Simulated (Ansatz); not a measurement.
# A thicker film of ZnSe (110) from five thinner ones

In a field along its normal an insulating film takes a dipole p. Written as a length, p/(ε₀AE), it should grow by 1 − 1/ε for each ångström added.

**Method.** Ansatz 0.2.0, plane waves with PAW datasets (its set soft_2), PBE; zincblende films relaxed at a bulk in-plane lattice constant near the measured one, then held in weak fields of both signs with a dipole correction (A is the cell's area, E the outer field).

```tsv
run	distance between the outer atoms (Å)	p/(ε₀AE) (Å)
5 units	8.513	9.238
6 units	10.585	11.011
8 units	14.664	14.541
9 units	16.704	16.307
12 units	22.835	21.610
16 units	31.008	?
```

Q: Estimate the withheld value from the rows shown.

A least-squares line through the 5 rows shown has slope 0.8643 and intercept 1.8706; no row lies more than 0.010 Å off it. That slope means ε = 1/(1 − 0.8643) = 7.37. At 31.008 it gives 0.8643 × 31.008 + 1.8706 = 28.671 Å, beyond the rows fitted. Rounding and scatter of the rows alone allow about ±0.022 Å there.

The run itself gives 28.682 Å: a miss of +0.011 Å, or 0.0 % of the value. The length is met to within 1 %, though ε is more sensitive than the length: the two thickest films give ε = 7.42.

**Limits.** This is the electronic response alone. A unit is one step of the cut along the normal (a plane, a pair of planes or a cell), and the layers relax along it, away from their bulk spacing where the functional's lattice constant differs from the one held.

[Logs are printed without paths, hosts, clocks, repeated set-up lines and the standing remarks that a program may print on its own settings, such as how far it seeks lower states.]
